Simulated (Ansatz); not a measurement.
In doubt: one-shot GW on d or f shells is unsure (in some of the runs), so the values of those runs are not to be relied on; a part-filled 4f shell, where there is one, can sit in one of many states (in some of the runs), so energies may not be the lowest and differences between runs may mislead.

The crystal is BaNaCeSbO6 (F-43m).

The structure is cubic, space group F-43m (No. 216). The conventional cell has a = 8.487 Å, b = 8.487 Å, c = 8.487 Å, α = 90.00°, β = 90.00°, γ = 90.00°. Nearest to Na lie 12 O at 3.00 Å. Ba has 12 O at 3.00 Å nearest. Ce has 6 O at 2.23 Å nearest. Nearest to Sb lie 6 O at 2.01 Å. O has 1 Sb at 2.01 Å and 1 Ce at 2.23 Å and 2 Ba at 3.00 Å and 2 Na at 3.00 Å nearest. Farther neighbours and most contacts between anions are not listed.

```yaml
crystal:
  lattice:
    - [0.00000, 4.24331, 4.24331]
    - [4.24331, 0.00000, 4.24331]
    - [4.24331, 4.24331, 0.00000]
  atoms:
    - { symbol: Na, position: [0.75000, 0.75000, 0.75000] }
    - { symbol: Ba, position: [0.25000, 0.25000, 0.25000] }
    - { symbol: Ce, position: [0.00000, 0.00000, 0.00000] }
    - { symbol: Sb, position: [0.50000, 0.50000, 0.50000] }
    - { symbol: O, position: [0.73731, 0.26269, 0.26269] }
    - { symbol: O, position: [0.26269, 0.73731, 0.73731] }
    - { symbol: O, position: [0.73731, 0.73731, 0.26269] }
    - { symbol: O, position: [0.26269, 0.26269, 0.73731] }
    - { symbol: O, position: [0.26269, 0.73731, 0.26269] }
    - { symbol: O, position: [0.73731, 0.26269, 0.73731] }
```

The cell and positions are those that the Materials Project relaxed with its own functionals (PBE, PBE+U or r2SCAN), kept fixed. Spin-orbit coupling is left out unless a run names it.

Gaps computed with Ansatz 0.2.0 without a self-energy: LDA 1.85 eV, PBE 1.89 eV, PBE+SOC 1.82 eV, r2SCAN 2.17 eV, PBE0 4.50 eV and DDH-PBE0 4.05 eV.

Estimate the G0W0@PBE gap with 4×4×4 mesh, 837 empty bands, screening to 180 eV, PAW set soft_1 files.

About 4.35 eV: on its mesh the run moves the gap from 1.89 eV by +2.47 eV. Among the scalar-relativistic levels given, PBE0 is nearest (+0.15 eV). Spin-orbit coupling is not in that value; its −0.07 eV at the PBE level would bring it to about 4.29 eV. Bands and cutoff are finite, so the gap is not at the basis limit. The miss can reach some tenths of an eV and take either sign; the mesh is an error of its own. Empty 4f levels lie among the conduction bands. Their place in the start is unsure; it enters the screening, and the edge itself where they lie low. The runs have no spin polarisation. For a closed low-spin shell that is the natural state; where a d or f shell is open it is a constraint, and the gap is then not the crystal's own. The compound holds f electrons or empty f levels, where one-shot G0W0 is unsure. The many-body steps are scalar-relativistic: spin-orbit coupling is not in them. The program marks a band-edge row as in doubt, so the gap is less sure than its digits.

[Paths, hosts, dates, memory and timing lines, banners, echoed tables and standing remarks are left out of the program output.]

[Logs are printed without paths, hosts, clocks, repeated set-up lines and the standing remarks that a program may print on its own settings, such as how far it seeks lower states.]

[Runs of the session that timed out or met a known fault of the program may be left out.]

[Cells called generated may have been cut or substituted from an entry of the Crystallography Open Database or the Materials Project.]

[Hosts, paths, dates, database ids (printed as entryN), source tags and the programs' standing remarks are cut or masked in the printed files.]
